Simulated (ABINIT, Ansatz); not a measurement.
**Quasiparticle gap of MgTiF6 (R-3) in ABINIT**

How does a plane-wave GW calculation on MgTiF6 (R-3) run from the first input to the gap?

Method: PBEsol and many-body steps on it, plane waves, in ABINIT 10.8.3.

Report form: the programs' logs are mostly left out.

### 1. Set-up

It takes space group R-3 (No. 148, trigonal). The conventional cell has a = 5.217 Å, b = 5.217 Å, c = 13.334 Å, α = 90.00°, β = 90.00°, γ = 120.00°. Mg has 6 F at 1.97 Å nearest. Nearest to Ti lie 6 F at 1.87 Å. Nearest to F lie 1 Ti at 1.87 Å and 1 Mg at 1.97 Å. Farther neighbours and most contacts between anions are not listed.

Coordinates:

```cif
data_structure
_symmetry_space_group_name_H-M 'R-3:H'
_symmetry_Int_Tables_number 148
_cell_length_a 5.2166
_cell_length_b 5.2166
_cell_length_c 13.3335
_cell_angle_alpha 90.000
_cell_angle_beta 90.000
_cell_angle_gamma 120.000
_cell_volume 314.23
loop_
_atom_site_label
_atom_site_type_symbol
_atom_site_symmetry_multiplicity
_atom_site_Wyckoff_symbol
_atom_site_fract_x
_atom_site_fract_y
_atom_site_fract_z
_atom_site_occupancy
Mg1 Mg 3 b 0.33333 0.66667 0.16667 1
Ti1 Ti 3 a 0.00000 0.00000 0.00000 1
F1 F 18 f 0.67653 0.75285 0.08123 1
```

The cell and positions are those that the Materials Project relaxed with its own functionals (PBE, PBE+U or r2SCAN), kept fixed.

### 2. Ground state

This step: ABINIT 10.8.3; DFT, PBEsol, plane waves, norm-conserving pseudopotentials.

The ground-state density comes first.

run.abi reads:

```
acell 3*1.0 Angstrom
rprim 
  2.608280093927 1.505891214373 4.444507563992
  -2.608280093927 1.505891214373 4.444507563992
  0.000000000000 -3.011782428679 4.444507564015
ntypat 3
znucl 12 22 9
natom 8
typat 1 2 3 3 3 3 3 3
xred 
  0.500000000000 0.500000000000 0.500000000000
  0.000000000000 -0.000000000000 -0.000000000000
  0.671617650000 0.842455580000 0.242244330000
  0.842455580000 0.242244330000 0.671617650000
  0.757755670000 0.328382350000 0.157544420000
  0.157544420000 0.757755670000 0.328382350000
  0.328382350000 0.157544420000 0.757755670000
  0.242244330000 0.671617650000 0.842455580000
pp_dirpath "pseudos"
pseudos "Mg.upf, Ti.upf, F.upf"
ecut 38
ngkpt 6 6 6
nshiftk 1
shiftk 0 0 0
kptopt 1
chksymbreak 0
nband 40
occopt 1
tolvrs 1e-10
nstep 60
prtwf 0
optforces 0
optstress 0
indata_prefix "in"
outdata_prefix "out"
tmpdata_prefix "tmp"
```

On the command line:

```
$ OMP_NUM_THREADS=1 mpirun -n 4 abinit run.abi > log
```

Elapsed: 6.7 min, on 4 MPI ranks of Intel Xeon Platinum 8259CL at 2.50GHz (Skylake/Cascade Lake), shared host; peak memory 0.66 GiB; 27 min of CPU time.

This step gave:

- total energy: -7251.1538 eV
- gap: 4.879 eV
- k of the valence top: 0, 0, 0
- k of the conduction bottom: 0.5, 0.5, 0
- least direct gap: 4.888 eV

The gap is indirect, with the least direct gap 0.009 eV higher.

### 3. Bands along the symmetry lines

The cheap functional maps the bands first; the places of the edges decide which points the dearer methods must see.

run.abi, as its differences from that of step 2:

```diff
@@ -21,14 +21,45 @@
 ecut 38
-ngkpt 6 6 6
-nshiftk 1
-shiftk 0 0 0
-kptopt 1
-chksymbreak 0
-nband 40
-occopt 1
-tolvrs 1e-10
-nstep 60
+iscf -2
+irdden 1
+kptopt 0
+nkpt 31
+kpt 
+  0.00000000 0.00000000 0.00000000
+  -0.12500000 -0.12500000 -0.12500000
+  -0.25000000 -0.25000000 -0.25000000
+  -0.37500000 -0.37500000 -0.37500000
+  -0.50000000 -0.50000000 -0.50000000
+  -0.50000000 -0.43579991 -0.56420009
+  -0.50000000 -0.37159982 -0.62840018
+  -0.50000000 -0.30739974 -0.69260026
+  -0.50000000 -0.24319965 -0.75680035
+  -0.24319965 0.24319965 -0.50000000
+  -0.18239974 0.18239974 -0.50000000
+  -0.12159982 0.12159982 -0.50000000
+  -0.06079991 0.06079991 -0.50000000
+  0.00000000 0.00000000 -0.50000000
+  0.00000000 0.00000000 -0.37500000
+  0.00000000 0.00000000 -0.25000000
+  0.00000000 0.00000000 -0.12500000
+  0.00000000 0.00000000 0.00000000
+  0.00000000 0.09289996 -0.09289996
+  0.00000000 0.18579991 -0.18579991
+  0.00000000 0.27869986 -0.27869986
+  0.00000000 0.37159982 -0.37159982
+  -0.37159982 0.00000000 -0.62840018
+  -0.40369986 0.00000000 -0.59630014
+  -0.43579991 0.00000000 -0.56420009
+  -0.46789996 0.00000000 -0.53210004
+  -0.50000000 0.00000000 -0.50000000
+  -0.37500000 0.00000000 -0.37500000
+  -0.25000000 0.00000000 -0.25000000
+  -0.12500000 0.00000000 -0.12500000
+  0.00000000 0.00000000 0.00000000
+istwfk *1
+nband 39
+nbdbuf 2
+tolwfr 1e-08
+nstep 40
 prtwf 0
-optforces 0
-optstress 0
+prtvol 0
 indata_prefix "in"
```

Wall time 2 min (4 MPI ranks); peak memory 0.51 GiB.

Numbers from this step:

```
gap                        : 4.879 eV
k of the valence top       : 0, 0, 0
k of the conduction bottom : -0.5, 0, -0.5
least direct gap           : 4.888 eV
```

The gap is 4.879 eV, as in the run before at this level.

The electronic bands at the labelled points (eV, zero at the top of the highest filled band):

| point | band 29 | band 30 | band 31 | band 32 | band 33 | band 34 | band 35 | band 36 |
| --- | --- | --- | --- | --- | --- | --- | --- | --- |
| Γ | -0.38 | -0.23 | 0.00 | 0.00 | 4.89 | 4.89 | 4.89 | 7.68 |
| halfway | -0.40 | -0.27 | -0.09 | -0.09 | 4.92 | 4.94 | 4.94 | 7.62 |
| T | -0.35 | -0.35 | -0.26 | -0.26 | 4.95 | 5.00 | 5.00 | 7.56 |
| halfway | -0.45 | -0.34 | -0.25 | -0.23 | 4.96 | 4.98 | 5.01 | 7.42 |
| H2 | -0.65 | -0.49 | -0.21 | -0.20 | 4.94 | 4.96 | 5.04 | 7.31 |
| jump to H0 | -0.65 | -0.49 | -0.21 | -0.20 | 4.94 | 4.96 | 5.04 | 7.31 |
| halfway | -0.42 | -0.33 | -0.22 | -0.18 | 4.92 | 4.94 | 5.01 | 7.42 |
| L | -0.36 | -0.29 | -0.24 | -0.14 | 4.90 | 4.93 | 5.00 | 7.52 |
| halfway | -0.41 | -0.21 | -0.09 | -0.05 | 4.89 | 4.91 | 4.95 | 7.60 |
| Γ | -0.38 | -0.23 | 0.00 | 0.00 | 4.89 | 4.89 | 4.89 | 7.68 |
| halfway | -0.40 | -0.22 | -0.13 | -0.06 | 4.90 | 4.93 | 4.95 | 7.58 |
| S0 | -0.44 | -0.40 | -0.34 | -0.12 | 4.91 | 4.96 | 5.04 | 7.30 |
| jump to S2 | -0.44 | -0.40 | -0.34 | -0.12 | 4.91 | 4.96 | 5.04 | 7.30 |
| halfway | -0.50 | -0.46 | -0.42 | -0.07 | 4.89 | 4.97 | 5.06 | 7.22 |
| F | -0.53 | -0.43 | -0.42 | -0.05 | 4.88 | 4.98 | 5.07 | 7.19 |
| halfway | -0.43 | -0.25 | -0.16 | -0.04 | 4.88 | 4.94 | 4.98 | 7.45 |
| Γ | -0.38 | -0.23 | 0.00 | 0.00 | 4.89 | 4.89 | 4.89 | 7.68 |

### 4. Empty states on the mesh, 2×2×2 mesh, 222 bands

The sums over transitions need many empty states on a uniform mesh; this step solves for them.

run.abi reads:

```
acell 3*1.0 Angstrom
rprim 
  2.608280093927 1.505891214373 4.444507563992
  -2.608280093927 1.505891214373 4.444507563992
  0.000000000000 -3.011782428679 4.444507564015
ntypat 3
znucl 12 22 9
natom 8
typat 1 2 3 3 3 3 3 3
xred 
  0.500000000000 0.500000000000 0.500000000000
  0.000000000000 -0.000000000000 -0.000000000000
  0.671617650000 0.842455580000 0.242244330000
  0.842455580000 0.242244330000 0.671617650000
  0.757755670000 0.328382350000 0.157544420000
  0.157544420000 0.757755670000 0.328382350000
  0.328382350000 0.157544420000 0.757755670000
  0.242244330000 0.671617650000 0.842455580000
pp_dirpath "pseudos"
pseudos "Mg.upf, Ti.upf, F.upf"
ecut 38
ngkpt 2 2 2
nshiftk 1
shiftk 0 0 0
kptopt 1
chksymbreak 0
iscf -2
irdden 1
istwfk *1
nband 222
nbdbuf 20
tolwfr 1e-09
nstep 60
prtvol 0
indata_prefix "in"
outdata_prefix "out"
tmpdata_prefix "tmp"
```

It took 2.6 min on 4 MPI ranks; peak memory 0.56 GiB; 10 min of CPU time.

This step gave:

```yaml
gap: 4.879 eV
k_of_the_valence_top: 0, 0, 0
k_of_the_conduction_bottom: 0.5, 0.5, 0
least_direct_gap: 4.888 eV
k_points_computed: 4
lowest_point_of_the_top_converged_band_above_the_valence_top: 78.2216 eV
```

On this mesh the gap is 4.879 eV.

### 5. Screening, 2×2×2 mesh, 202 bands, screening to 176.9 eV

The RPA dielectric matrix is built and inverted for each q.

This step: RPA screening on PBEsol, plane waves, norm-conserving pseudopotentials.

run.abi, as its differences from that of step 4:

```diff
@@ -26,10 +26,11 @@
 chksymbreak 0
-iscf -2
-irdden 1
 istwfk *1
-nband 222
-nbdbuf 20
-tolwfr 1e-09
-nstep 60
-prtvol 0
+occopt 1
+irdwfk 1
+optdriver 3
+nband 202
+ecuteps 6.5
+inclvkb 2
+awtr 1
+symchi 1
 indata_prefix "in"
```

Elapsed: 3.1 min, on 4 MPI ranks; peak memory 1.9 GiB.

Numbers from this step:

| Property | Result |
| --- | --- |
| ε∞ with local fields, on this mesh, along the program's q direction | 2.299 |
| the same without local fields | 2.689 |
| plasma frequency | 29.03 eV |
| plane waves in the screening matrix | 549 |

Local fields lower ε∞ by 15 %. On a Γ-centred mesh this coarse the value itself is usually too large, while a short band sum pulls it down.

### 6. Self-energy, 2×2×2 mesh, 202 bands, screening to 176.9 eV

The self-energy is evaluated for the states that the input lists, and the levels follow from it, in one-shot runs by the linearised quasiparticle equation.

This step: G0W0 on PBEsol, plane waves, norm-conserving pseudopotentials.

run.abi, as its differences from that of step 5:

```diff
@@ -29,8 +29,17 @@
 irdwfk 1
-optdriver 3
+optdriver 4
 nband 202
+gwcalctyp 0
+ecutsigx 38
+symsigma 1
+nkptgw 2
+kptgw 
+  0.0000000000 0.0000000000 0.0000000000
+  0.5000000000 0.5000000000 0.0000000000
+bdgw 
+  31 35
+  31 34
 ecuteps 6.5
-inclvkb 2
-awtr 1
-symchi 1
+irdscr 1
+ppmodel 1
 indata_prefix "in"
```

The job ended after 66 s (4 MPI ranks; peak memory 1.6 GiB).

Numbers from this step:

```yaml
g0w0_gap_on_the_points_computed: 9.427 eV
starting_gap_on_the_mesh: 4.879 eV
k_of_the_valence_top: 0, 0, 0
k_of_the_conduction_bottom: 0, 0, 0
z_at_the_valence_top: 0.797
z_at_the_conduction_bottom: 0.804
least_direct_g0w0_gap_on_the_computed_points: 9.427 eV
```

The gap on the mesh goes from 4.88 eV to 9.43 eV, a correction of +4.55 eV.

Limits: finite bands, cutoff and mesh; coarse k mesh. v1 is the top filled band, c1 the lowest empty one. The levels before and after the correction (eV, zero at the valence-band top of each column):

```
           conduction bottom  valence top
Kohn-Sham               4.88         0.00
     G0W0               9.43         0.00
```

```
             level  energy (eV)
Kohn-Sham  Γ v2-v1        0.000
Kohn-Sham  Γ c1-c2        4.888
Kohn-Sham     Γ c3        4.889
     G0W0  Γ v2-v1        0.000
     G0W0  Γ c1-c2        9.467
     G0W0     Γ c3        9.427
```

### 7. Where the time went

Times are wall times on 4 MPI ranks of Intel Xeon Platinum 8259CL at 2.50GHz (Skylake/Cascade Lake), shared host, good to a factor of about two.

| step | time | share | memory (GiB) |
| --- | --- | --- | --- |
| ground state | 6.7 min | 43 % | 0.66 |
| bands along the symmetry lines | 2 min | 13 % | 0.51 |
| empty states on the mesh | 2.6 min | 17 % | 0.56 |
| screening | 3.1 min | 20 % | 1.9 |
| self-energy | 66 s | 7 % | 1.6 |

### 8. Results

```yaml
pbesol_gap: 4.88 eV, indirect (only 9 meV under the direct gap)
g0w0_gap_on_the_mesh: 9.43 eV
gw_settings: 2×2×2 mesh, 202 bands, screening to 176.9 eV, Godby-Needs plasmon pole
known_limits: not at the basis limit; coarse k mesh
```

In words: G0W0 moves the gap on the mesh from 4.88 eV to 9.43 eV (+4.55 eV), with Z of 0.80 and 0.80 at the edges. Local fields lower the RPA ε∞ on this mesh from 2.69 to 2.30; a Γ-centred mesh this coarse tends to raise both, most where the direct gap is narrow, while a short band sum lowers them. Only 2 of the mesh's irreducible points were corrected, so a valley elsewhere could overtake. The dearest step here is «ground state». Bands and cutoff are finite, so the gap is not at the basis limit. The miss can reach some tenths of an eV and take either sign; the mesh is an error of its own. In the G0W0 run levels were corrected at 2 k points alone, so a gap called «on the mesh» is the least over those, and an edge elsewhere would be missed. The 2×2×2 mesh is coarse for this cell, which bears on the long-range parts of exchange and screening.

[Paths, hosts, dates, memory and timing lines, banners, echoed tables and standing remarks are left out of the program output.]

[Logs are printed without paths, hosts, clocks, repeated set-up lines and the standing remarks that a program may print on its own settings, such as how far it seeks lower states.]

[Runs of the session that timed out or met a known fault of the program may be left out.]

[Hosts, paths, dates, database ids (printed as entryN), source tags and the programs' standing remarks are cut or masked in the printed files.]

[G0W0 gaps are taken among the corrected bands and points alone; a level outside them can change the order at an edge.]

[Where Ansatz stands beside ABINIT at settings called matched, ABINIT's density can come from a denser mesh and the files from another edition; pairs whose starting gaps differed by over 0.03 eV were left out, so agreement reads better than it is.]
